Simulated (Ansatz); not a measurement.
# Decaying states in the gap of K3BrClF

Wanted: the relaxed cell of K3BrClF, its band edges and its decay constants. It is built by putting F for part of the Cl in the K3BrCl2 structure of space group P-3m1, with the volume rescaled by atomic radii. The parent structure comes from the Materials Project.

Method: PBE DFT, plane waves, PAW files, in the first sound run; inputs show where later runs differ, in Ansatz 0.2.0.

The structure was built from a prototype and need not be the compound's stable phase.

### 1. The structure

Symmetry: P3m1, No. 156, trigonal system. Conventional cell: a = 4.430 Å, b = 4.430 Å, c = 10.867 Å, α = 90.00°, β = 90.00°, γ = 120.00°. K has 3 Cl at 3.10 Å and 3 F at 3.10 Å nearest. Nearest to K lie 3 Cl at 3.10 Å and 3 Br at 3.20 Å. Nearest to K lie 3 F at 3.10 Å and 3 Br at 3.20 Å. Nearest to Br lie 6 K at 3.20 Å. F has 6 K at 3.10 Å nearest. Nearest to Cl lie 6 K at 3.10 Å. It derives from K3BrCl2. F for part of the Cl in the K3BrCl2 structure of space group P-3m1. Farther neighbours and most contacts between anions are not listed.

### 2. Relaxing the new crystal

The substituted atoms don't fit the parent's cell, so cell and atoms relax together. A small smearing keeps the run stable in case the gap closes on the way.

input.yaml

```yaml
crystal:
  lattice:
    - [4.4302198738, 0.0, 0.0]
    - [-2.2151099369, 3.836682955, 0.0]
    - [0.0, 0.0, 10.8671416905]
  atoms:
    - { symbol: K, position: [0.0, 0.0, 0.5] }
    - { symbol: K, position: [0.3333333333, 0.6666666667, 0.17698219] }
    - { symbol: K, position: [0.6666666667, 0.3333333333, 0.82301781] }
    - { symbol: Br, position: [0.0, 0.0, 0.0] }
    - { symbol: F, position: [0.3333333333, 0.6666666667, 0.66169314] }
    - { symbol: Cl, position: [0.6666666667, 0.3333333333, 0.33830686] }
kpoints:
  mp_grid: { grid: [6, 6, 2] }
scf:
  occupations: { method: gaussian, width: 0.03 }
hamiltonian:
  xc: pbe
output:
  forces: true
  stress: true
relax:
  f_tol: 0.02
  max_steps: 60
  cell: {}
```

Run with:

```bash
$ ansatz run input.yaml --threads 2 --pin off --max-ram 4096MiB --backend cpu --events-out ev --progress --plain --runs-dir out
```

Numbers of over 12 decimals in the logs are rounded to 6 here.

Log:

```text
Engine: ansatz 0.2.0, x86_64-unknown-linux-gnu
Pseudopotentials: kind: paw
Pseudopotential: K, paw, valence charge 9, recommended cutoff 420 eV (normal), K.paw.azcp
Pseudopotential: Br, paw, valence charge 7, recommended cutoff 420 eV (normal), Br.paw.azcp
Pseudopotential: F, paw, valence charge 7, recommended cutoff 420 eV (normal), F.paw.azcp
Pseudopotential: Cl, paw, valence charge 7, recommended cutoff 420 eV (normal), Cl.paw.azcp
Functional definition: PBE
  parameter kappa = 0.804
  parameter beta = 0.066725
  exchange = pbe_x(kappa = kappa, mu = beta*pi^2/3)
  correlation = pbe_c(beta = beta)
Crystal: 6 atoms, lattice volume = 184.713 Å³
Basis set: ecut = 420 eV, 3679 PW (Γ), exchange–correlation on 60×60×150 points (8 copies of the dense FFT grid, shifted against one another)
Bands: 30, of which v1, the nominal top of the filled ones, is band 24 counted from 1 (23 counted from 0)
Symmetry: 6 space group operations
Space group: P3m1 (ITA 156), of the structure as read, at distance tolerance 5.7e-5 Å
k-points: 14 of 72 (time reversal used)
Non-local potential: K, projectors of the file, l = 0: 3, l = 1: 2, l = 2: 2
Non-local potential: Br, projectors of the file, l = 0: 2, l = 1: 2, l = 2: 2
Non-local potential: F, projectors of the file, l = 0: 2, l = 1: 2, l = 2: 1
Non-local potential: Cl, projectors of the file, l = 0: 2, l = 1: 2, l = 2: 2
PAW form: soft (Blöchl's): semilocal exchange-correlation on the pseudo side does not see the compensation charge
PAW one-centre angular grid: K, 110 points (default); XC on 64 Gauss nodes
PAW one-centre angular grid: Br, 110 points (default); XC on 64 Gauss nodes
PAW one-centre angular grid: F, 110 points (default); XC on 64 Gauss nodes
PAW one-centre angular grid: Cl, 110 points (default); XC on 64 Gauss nodes
Initial density: superposition of atomic densities (neutral atoms: chi_scale 0, normalization atom), corrected by the library's trained network
Initial wavefunctions: pseudopotential atomic-orbital guess
Functional: x = pbe(κ = 0.804, μ = 0.219515), c = pbe(β = 0.066725)
SCF iter   1: F=—  HF=-9294.021254 eV  |F-HF|=—  |Δ(HF+E_count)|=         —  Δρ=6.31e-4  dr2=1.54e-3  ethr=1.77e-3  ⟨swp⟩=11.6  Hψ=2470  notcnv=0
preconditioner: auto → Resta (q_TF=auto, 2.179 Å⁻¹)  ε∞=2.5  [insulator: Δε(μ)=4.592 eV  Ē_g=14.332 eV  σ=0.030 eV  W_gap=1.00  n_scr=36 (ndim 8)  ℏωp=17.7 eV  f_vac=0.129  D(μ)=0.00/eV (n_scr^D=0)  ε∞_Penn≈2.5]
SCF iter   2: F=—  HF=-9294.018205 eV  |F-HF|=—  |Δ(HF+E_count)|=   3.05e-3  Δρ=4.24e-4  dr2=4.19e-4  ethr=3.20e-6  ⟨swp⟩=2.1  Hψ=891  notcnv=0  defer=15
SCF iter   3: F=—  HF=-9294.018164 eV  |F-HF|=—  |Δ(HF+E_count)|=   4.14e-5  Δρ=1.56e-4  dr2=1.34e-4  ethr=8.74e-7  ⟨swp⟩=2.0  Hψ=689  notcnv=0  defer=15
SCF iter   4: F=—  HF=-9294.018151 eV  |F-HF|=—  |Δ(HF+E_count)|=   1.26e-5  Δρ=1.07e-4  dr2=2.02e-5  ethr=2.78e-7  ⟨swp⟩=2.4  Hψ=665  notcnv=0  defer=15
SCF iter   5: F=—  HF=-9294.018197 eV  |F-HF|=—  |Δ(HF+E_count)|=   4.56e-5  Δρ=3.03e-5  dr2=2.01e-6  ethr=4.21e-8  ⟨swp⟩=2.0  Hψ=690  notcnv=0  defer=15
SCF iter   6: F=—  HF=-9294.018198 eV  |F-HF|=—  |Δ(HF+E_count)|=   9.73e-7  Δρ=8.19e-6  dr2=1.69e-7  ethr=4.18e-9  ⟨swp⟩=2.0  Hψ=536  notcnv=0  defer=16
SCF iter   7: F=-9294.018198 eV  HF=-9294.018198 eV  |F-HF|=1.98e-9  |Δ(HF+E_count)|=   2.24e-7  Δρ=2.37e-6  dr2=1.16e-8  ethr=2.08e-10  ⟨swp⟩=4.0  Hψ=1387  notcnv=0
SCF 1 converged in 7 iterations: F = -9294.018198 eV  dr2 = 1.16e-8
  greatest PAW one-centre occupation: 0.988 electrons in one spin orbital (limit 2), on the K atom at site 1 (counted from 0), in its partial waves of l = 0
relax step   1: F+E_penalty+E_count = -9294.01819785 eV  Δ(F+E_penalty+E_count) = +0.000e0 eV  max|allowed force component| = 6.491e-1 eV/Å  Δτ_max = 0.0000 Å  P = +0.015 GPa  Ω = 184.713 Å³  (7 SCF iters, dr2 threshold 1.00e-7 eV, accepted)
Crystal: 6 atoms, lattice volume = 182.553 Å³
Basis set: ecut = 420 eV, 3595 PW (Γ), exchange–correlation on 60×60×150 points (8 copies of the dense FFT grid, shifted against one another)
Initial density: handed on by an earlier stage of this run
Initial wavefunctions: those handed on with the density
iter 1 solved again at ethr=5.53e-4 eV; its pass at ethr=3.10e-3 eV (dr2=2.65e-1 eV) is discarded
SCF iter   1: F=—  HF=-9294.291569 eV  |F-HF|=—  |Δ(HF+E_count)|=         —  Δρ=1.07e-2  dr2=2.79e-1  ethr=5.53e-4  ⟨swp⟩=1.2  Hψ=2594  notcnv=0
preconditioner: auto → Resta (q_TF=auto, 2.184 Å⁻¹)  ε∞=2.6  [insulator: Δε(μ)=4.091 eV  Ē_g=13.787 eV  σ=0.030 eV  W_gap=1.00  n_scr=36 (ndim 8)  ℏωp=17.4 eV  f_vac=0.111  D(μ)=0.00/eV (n_scr^D=0)  ε∞_Penn≈2.6]
SCF iter   2: F=—  HF=-9294.199752 eV  |F-HF|=—  |Δ(HF+E_count)|=   9.18e-2  Δρ=3.52e-3  dr2=2.98e-2  ethr=5.53e-4  ⟨swp⟩=2.2  Hψ=760  notcnv=0
SCF iter   3: F=—  HF=-9294.192157 eV  |F-HF|=—  |Δ(HF+E_count)|=   7.59e-3  Δρ=1.38e-3  dr2=2.35e-3  ethr=6.21e-5  ⟨swp⟩=3.1  Hψ=827  notcnv=0
SCF iter   4: F=—  HF=-9294.192137 eV  |F-HF|=—  |Δ(HF+E_count)|=   2.07e-5  Δρ=9.78e-4  dr2=1.20e-3  ethr=4.90e-6  ⟨swp⟩=2.0  Hψ=879  notcnv=0  defer=6
SCF iter   5: F=—  HF=-9294.191894 eV  |F-HF|=—  |Δ(HF+E_count)|=   2.43e-4  Δρ=1.14e-4  dr2=1.60e-5  ethr=2.49e-6  ⟨swp⟩=2.0  Hψ=677  notcnv=0  defer=6
SCF iter   6: F=—  HF=-9294.191976 eV  |F-HF|=—  |Δ(HF+E_count)|=   8.28e-5  Δρ=1.91e-5  dr2=6.39e-7  ethr=3.34e-8  ⟨swp⟩=2.0  Hψ=644  notcnv=0  defer=6
SCF iter   7: F=-9294.191977 eV  HF=-9294.191977 eV  |F-HF|=5.96e-8  |Δ(HF+E_count)|=   4.48e-7  Δρ=4.90e-6  dr2=4.92e-8  ethr=1.25e-9  ⟨swp⟩=4.0  Hψ=1414  notcnv=0
SCF 2 converged in 7 iterations: F = -9294.191977 eV  dr2 = 4.92e-8
  greatest PAW one-centre occupation: 0.987 electrons in one spin orbital (limit 2), on the K atom at site 1 (counted from 0), in its partial waves of l = 0
relax step   2: F+E_penalty+E_count = -9294.19197685 eV  Δ(F+E_penalty+E_count) = -1.738e-1 eV  max|allowed force component| = 2.047e-1 eV/Å  Δτ_max = 0.1949 Å  P = -0.309 GPa  Ω = 182.553 Å³  energy of the carried Pulay correction = +9.439e-4 eV  (7 SCF iters, dr2 threshold 6.00e-7 eV, accepted)
Crystal: 6 atoms, lattice volume = 178.232 Å³
Basis set: ecut = 420 eV, 3499 PW (Γ), exchange–correlation on 60×60×150 points (8 copies of the dense FFT grid, shifted against one another)
iter 1 solved again at ethr=3.39e-4 eV; its pass at ethr=3.10e-3 eV (dr2=1.63e-1 eV) is discarded
SCF iter   1: F=—  HF=-9294.297465 eV  |F-HF|=—  |Δ(HF+E_count)|=         —  Δρ=8.30e-3  dr2=1.64e-1  ethr=3.39e-4  ⟨swp⟩=1.3  Hψ=2657  notcnv=0
preconditioner: auto → Resta (q_TF=auto, 2.192 Å⁻¹)  ε∞=2.6  [insulator: Δε(μ)=4.009 eV  Ē_g=13.843 eV  σ=0.030 eV  W_gap=1.00  n_scr=36 (ndim 8)  ℏωp=17.6 eV  f_vac=0.091  D(μ)=0.00/eV (n_scr^D=0)  ε∞_Penn≈2.6]
SCF iter   2: F=—  HF=-9294.244255 eV  |F-HF|=—  |Δ(HF+E_count)|=   5.32e-2  Δρ=2.89e-3  dr2=1.83e-2  ethr=3.39e-4  ⟨swp⟩=2.3  Hψ=760  notcnv=0
SCF iter   3: F=—  HF=-9294.239663 eV  |F-HF|=—  |Δ(HF+E_count)|=   4.59e-3  Δρ=1.28e-3  dr2=2.08e-3  ethr=3.81e-5  ⟨swp⟩=2.9  Hψ=784  notcnv=0
SCF iter   4: F=—  HF=-9294.239345 eV  |F-HF|=—  |Δ(HF+E_count)|=   3.18e-4  Δρ=6.27e-4  dr2=5.01e-4  ethr=4.33e-6  ⟨swp⟩=2.0  Hψ=799  notcnv=0
SCF iter   5: F=—  HF=-9294.239335 eV  |F-HF|=—  |Δ(HF+E_count)|=   9.93e-6  Δρ=1.07e-4  dr2=2.40e-5  ethr=1.04e-6  ⟨swp⟩=2.0  Hψ=660  notcnv=0
SCF iter   6: F=-9294.239338 eV  HF=-9294.239338 eV  |F-HF|=1.84e-7  |Δ(HF+E_count)|=   3.13e-6  Δρ=1.15e-5  dr2=4.57e-7  ethr=1.25e-9  ⟨swp⟩=3.1  Hψ=1861  notcnv=0
SCF 3 converged in 6 iterations: F = -9294.239338 eV  dr2 = 4.57e-7
relax step   3: F+E_penalty+E_count = -9294.23933814 eV  Δ(F+E_penalty+E_count) = -4.736e-2 eV  max|allowed force component| = 7.994e-2 eV/Å  Δτ_max = 0.1455 Å  P = -0.194 GPa  Ω = 178.232 Å³  energy of the carried Pulay correction = +2.866e-3 eV  (6 SCF iters, dr2 threshold 6.00e-7 eV, accepted)
[...]
relax step   4: F+E_penalty+E_count = -9294.24234973 eV  Δ(F+E_penalty+E_count) = -3.012e-3 eV  max|allowed force component| = 2.529e-2 eV/Å  Δτ_max = 0.0119 Å  P = -0.102 GPa  Ω = 177.455 Å³  energy of the carried Pulay correction = +3.217e-3 eV  (5 SCF iters, dr2 threshold 3.99e-7 eV, accepted)
[...]
relax step   5: F+E_penalty+E_count = -9294.24321990 eV  Δ(F+E_penalty+E_count) = -8.702e-4 eV  max|allowed force component| = 7.295e-3 eV/Å  Δτ_max = 0.0061 Å  P = -0.013 GPa  Ω = 176.642 Å³  energy of the carried Pulay correction = +3.585e-3 eV  (6 SCF iters, dr2 threshold 4.00e-8 eV, accepted)
[...]
relax step   6: F+E_penalty+E_count = -9294.24070068 eV  Δ(F+E_penalty+E_count) = +2.519e-3 eV  max|allowed force component| = 7.290e-3 eV/Å  Δτ_max = 0.0000 Å  P = -0.046 GPa  Ω = 176.642 Å³  stress off target by 5.67e-2 GPa  SCF on the basis re-selected at this cell (its energy is not comparable with the rows above)  (5 SCF iters)
[...]
relax step   7: F+E_penalty+E_count = -9294.24095457 eV  Δ(F+E_penalty+E_count) = -2.539e-4 eV  max|allowed force component| = 7.143e-3 eV/Å  Δτ_max = 0.0041 Å  P = -0.006 GPa  Ω = 176.249 Å³  energy of the carried Pulay correction = +1.671e-4 eV  (6 SCF iters, dr2 threshold 8.04e-9 eV, accepted)
iter 1 solved again at ethr=5.42e-7 eV; its pass at ethr=3.10e-3 eV (dr2=2.60e-4 eV) is discarded
SCF iter   1: F=—  HF=-9294.240717 eV  |F-HF|=—  |Δ(HF+E_count)|=         —  Δρ=9.88e-6  dr2=2.65e-8  ethr=5.42e-7  ⟨swp⟩=3.1  Hψ=3468  notcnv=0
eigensolver tolerance schedule: the retry pair's looser diagonalisation over-reported the residual by 9807.71 of it (diagonalisation noise at an unbounded share of the residual, at the tolerance the schedule requests for it); recorded, not acted on — ethr = c·dr2/N_el stays at c = 1.0e-1
preconditioner: auto → Resta (q_TF=auto, 2.197 Å⁻¹)  ε∞=2.6  [insulator: Δε(μ)=4.225 eV  Ē_g=13.888 eV  σ=0.030 eV  W_gap=1.00  n_scr=36 (ndim 8)  ℏωp=17.7 eV  f_vac=0.093  D(μ)=0.00/eV (n_scr^D=0)  ε∞_Penn≈2.6]
SCF iter   2: F=—  HF=-9294.240783 eV  |F-HF|=—  |Δ(HF+E_count)|=   6.59e-5  Δρ=4.89e-6  dr2=1.20e-8  ethr=5.53e-11  ⟨swp⟩=3.9  Hψ=1143  notcnv=0
SCF iter   3: F=—  HF=-9294.240783 eV  |F-HF|=—  |Δ(HF+E_count)|=   1.03e-8  Δρ=2.36e-6  dr2=1.64e-9  ethr=2.50e-11  ⟨swp⟩=2.0  Hψ=652  notcnv=0
SCF iter   4: F=—  HF=-9294.240783 eV  |F-HF|=—  |Δ(HF+E_count)|=   3.37e-9  Δρ=3.92e-7  dr2=1.93e-10  ethr=3.42e-12  ⟨swp⟩=2.0  Hψ=697  notcnv=0
SCF iter   5: F=-9294.240783 eV  HF=-9294.240783 eV  |F-HF|=2.55e-11  |Δ(HF+E_count)|=  2.00e-11  Δρ=1.19e-7  dr2=2.76e-11  ethr=1.00e-12  ⟨swp⟩=4.2  Hψ=1408  notcnv=0
SCF 8 converged in 5 iterations: F = -9294.240783 eV  dr2 = 2.76e-11
relax step   8: F+E_penalty+E_count = -9294.24078282 eV  Δ(F+E_penalty+E_count) = +1.718e-4 eV  max|allowed force component| = 7.143e-3 eV/Å  Δτ_max = 0.0000 Å  P = -0.007 GPa  Ω = 176.249 Å³  stress off target by 8.67e-3 GPa  SCF on the basis re-selected at this cell (its energy is not comparable with the rows above)  (5 SCF iters)
basis re-selected at this cell: Δ(F+E_penalty+E_count) = +1.718e-4 eV, ΔP = -0.001 GPa vs the last step (what re-selecting the basis moved, of the pressure what is left beyond the Pulay correction that the steps carried, after the strain that the cell walked since its last selection, with what the two solves' SCF thresholds leave and, on support functions, any second-order correction that the steps lacked; it is no m [...]
SCF converged after 5 iterations
Free energy (F): -9294.240783 eV
Harris-Foulkes:  -9294.240783 eV  (|F-HF|=2.55e-11)
Internal energy: -9294.240783 eV  (E = F + TS)
E sigma→0 (E₀):  -9294.240783 eV
Fermi energy:    3.723649 eV
--- Per-component energies (eV) ---
  E_band       = -406.523822
  E_kinetic    = 1265.171463
  E_local      = -3014.209161  (includes V_loc(G=0)·N_el)
  E_nonlocal   = 209.718519
  E_hartree    = 1059.697772
  E_xc         = -859.838330
  E_vxc        = -826.147430  (∫ρ·V_xc dr)
  E_paw        = -5451.444407  (= ΣΔE_a)
  E_vpaw       = -160.454943  (= ΣTr[D̂ρ^β])
  E_aug_tail   = 0.002130  (compensation charges beyond the density's cutoff)
  E_ewald      = -2503.338769
  E_smearing   = -0.000000  (= −TS)
  E_closure    = -0.000000  (closes the sum)
  Σ components = -9294.240783   (vs F -9294.240783, Δ=0.00e0)
--- Forces (eV/Å), atoms counted from 1 ---
  atom   1  K     -0.00000000     0.00000000     0.00157759
  atom   2  K      0.00000000     0.00000000    -0.00303708
  atom   3  K     -0.00000000    -0.00000000     0.00145950
  atom   4  Br    -0.00000000    -0.00000000     0.00249768
  atom   5  F      0.00000000     0.00000000    -0.00714279
  atom   6  Cl    -0.00000000     0.00000000     0.00464403
  max |Σ_I F_I| component: 1.07e-6 eV/Å
--- Stress (GPa, compression-positive) ---
       -0.006296       0.000000       0.000000
        0.000000      -0.006296      -0.000000
        0.000000      -0.000000      -0.008673
  P = ⅓ Tr σ = -0.0071 GPa (-0.071 kbar)
--- Relaxed structure (6 steps of the walk, 6 accepted, 2 SCFs on fresh bases) ---
  F+E_penalty+E_count = -9294.24078282 eV   max|allowed force component| = 7.143e-3 eV/Å   (the final SCF, on the basis selected at the relaxed cell)
  cell:  # Å, volume = 176.2485 Å³
    - [4.335525, 0, -4.108784071222811e-18]
    - [-2.167762, 3.754675, 2.054392035611373e-18]
    - [-1.0078673282576042e-17, 0, 10.827083]
  atoms:
    - { symbol: K, position: [2.6657139179631957e-18, 0, 0.529365] }
    - { symbol: K, position: [0.333333, 0.666667, 0.177861] }
    - { symbol: K, position: [0.666667, 0.333333, 0.792708] }
    - { symbol: Br, position: [-1.3734711857003852e-18, 0, -0.015130] }
    - { symbol: F, position: [0.333333, 0.666667, 0.661205] }
    - { symbol: Cl, position: [0.666667, 0.333333, 0.353990] }
```

Elapsed: 11 s, on 2 threads of Intel Xeon Platinum 8488C (Sapphire Rapids), shared host; peak memory 0.49 GiB; 22 s of CPU time.

The steps of the relaxation:

```tsv
step	energy less that of the first step (eV)	largest force component (eV/Å)	pressure (GPa)	volume (Å³)
1	0.0000	0.6491	0.02	184.71
2	-0.1738	0.2047	-0.31	182.55
3	-0.2211	0.0799	-0.19	178.23
4	-0.2242	0.0253	-0.10	177.45
5	-0.2250	0.0073	-0.01	176.64
6*	-0.2225	0.0073	-0.05	176.64
7	-0.2228	0.0071	-0.01	176.25
8*	-0.2226	0.0071	-0.01	176.25
```

Relaxation steps marked * repeat the geometry before them on a plane-wave basis chosen anew for their cell, so energy and pressure can jump there.

The run keeps the 6 symmetry operations that it works with, so distortions that break them were not tested.

```tsv
conventional cell, symmetrised	before	after	change
a (Å)	4.430	4.336	-2.1 %
b (Å)	4.430	4.336	-2.1 %
c (Å)	10.867	10.827	-0.4 %
volume (Å³/atom)	30.79	29.37	-4.6 %
```

The atoms that moved most (Å, as changes of fractional coordinates times the final cell):

```tsv
atom	dx	dy	dz	length
K3	0.000	0.000	-0.328	0.328
K1	0.000	0.000	0.318	0.318
Cl6	0.000	0.000	0.170	0.170
Br4	0.000	0.000	-0.164	0.164
K2	0.000	0.000	0.010	0.010
F5	0.000	0.000	-0.005	0.005
```

The relaxed structure:

```cif
data_structure
_symmetry_space_group_name_H-M 'P 1'
_symmetry_Int_Tables_number 1
_cell_length_a 4.3355
_cell_length_b 4.3355
_cell_length_c 10.8271
_cell_angle_alpha 90.000
_cell_angle_beta 90.000
_cell_angle_gamma 120.000
_cell_volume 176.25
loop_
_atom_site_label
_atom_site_type_symbol
_atom_site_fract_x
_atom_site_fract_y
_atom_site_fract_z
_atom_site_occupancy
K1 K 0.00000 0.00000 0.52937 1
K2 K 0.33333 0.66667 0.17786 1
K3 K 0.66667 0.33333 0.79271 1
Br4 Br 0.00000 0.00000 0.98487 1
F5 F 0.33333 0.66667 0.66121 1
Cl6 Cl 0.66667 0.33333 0.35399 1
```

This step gave:

```yaml
free_energy: -9294.2408 eV
fermi_energy: 3.724 eV
pressure: -0.007089 GPa
```

The largest force component on a free atom ends at 0.0071 eV/Å.

### 3. Band edges

The energy window and the wavevectors of the next steps follow from the band edges, so these are searched first, off the mesh as well.

input.yaml

```yaml
crystal:
  lattice:
    - [4.3355248494, 0.0, 0.0]
    - [-2.1677624247, 3.7546746583, 0.0]
    - [0.0, 0.0, 10.8270827187]
  atoms:
    - { symbol: K, position: [0.0, 0.0, 0.529365305] }
    - { symbol: K, position: [0.3333333333, 0.6666666667, 0.177861255] }
    - { symbol: K, position: [0.6666666667, 0.3333333333, 0.7927079048] }
    - { symbol: Br, position: [0.0, 0.0, -0.0151300558] }
    - { symbol: F, position: [0.3333333333, 0.6666666667, 0.6612054539] }
    - { symbol: Cl, position: [0.6666666667, 0.3333333333, 0.353990137] }
kpoints:
  mp_grid: { grid: [6, 6, 2] }
  band_path: { path: [VBM, CBM], npoints: 30 }
scf:
  occupations: { method: fixed }
hamiltonian:
  xc: pbe
output:
  eigenvalues: true
  write_potential: true
  write_density: true
  volumetric_format: npy
```

Log:

```text
[...]
Crystal: 6 atoms, lattice volume = 176.249 Å³
Basis set: ecut = 420 eV, 3463 PW (Γ)
Bands: 30, of which v1, the nominal top of the filled ones, is band 24 counted from 1 (23 counted from 0)
Symmetry: 6 space group operations
[...]
k-points: 14 of 72 (time reversal used)
[...]
SCF iter   1: F=—  HF=-9294.242075 eV  |F-HF|=—  |Δ(HF+E_count)|=         —  Δρ=4.90e-4  dr2=1.25e-3  ethr=1.77e-3  ⟨swp⟩=5.5  Hψ=1619  notcnv=0  defer=50
[...]
SCF iter   6: F=-9294.241019 eV  HF=-9294.241019 eV  |F-HF|=7.12e-8  |Δ(HF+E_count)|=   7.98e-7  Δρ=5.32e-6  dr2=7.23e-8  ethr=2.08e-10  ⟨swp⟩=11.3  Hψ=2284  notcnv=0
SCF 1 converged in 6 iterations: F = -9294.241019 eV  dr2 = 7.23e-8
[...]
NSCF: frozen V_eff on 34 k-points
[...]
SCF converged after 6 iterations
Free energy (F): -9294.241019 eV
[...]
Internal energy: -9294.241019 eV  (E = F + TS)
E sigma→0 (E₀):  -9294.241019 eV
Fermi energy:    1.611249 eV
[...]
--- Band table (eV; the first three rows and the last of 14) ---
  k-point 0: bands = [... 20 lower, 0.8113, 0.9357, 1.6112, 1.6112, 5.8361, 7.9237, 7.9643, 8.5590, ... 2 higher]
  k-point 1: bands = [... 20 lower, 0.8136, 0.8136, 1.6096, 1.6096, 6.3974, 6.6675, 8.4125, 8.6189, ... 2 higher]
  k-point 2: bands = [... 20 lower, 0.7745, 0.9210, 1.2753, 1.5437, 6.3810, 8.1161, 8.3235, 8.4934, ... 2 higher]
  k-point 13: bands = [... 20 lower, 0.4648, 0.8149, 0.8306, 0.9591, 8.5319, 8.5895, 8.9511, 9.1961, ... 2 higher]
```

Wall time 8.3 s (2 threads); peak memory 0.46 GiB.

Numbers from this step:

- free energy: -9294.2410 eV
- Fermi energy: 1.611 eV
- gap on the k-mesh: 4.225 eV
- gap on path: 4.225 eV, by band count; negative where bands overlap
- direct gap on path: 4.225 eV
- edge places on path: 0, 0 1/A along the path

Levels at VBM (eV): -1.61, -1.45, -1.45, -1.43, -0.80, -0.80, -0.68, 0.00, 0.00, 4.22, 6.31, 6.35, 6.95, 7.25, 7.94.

The searched edges give 4.22 eV, as on the mesh.

[end of part 1 of 2]

[Logs are printed without paths, hosts, clocks, repeated set-up lines and the standing remarks that a program may print on its own settings, such as how far it seeks lower states.]

[Hosts, paths, dates, database ids (printed as entryN), source tags and the programs' standing remarks are cut or masked in the printed files.]
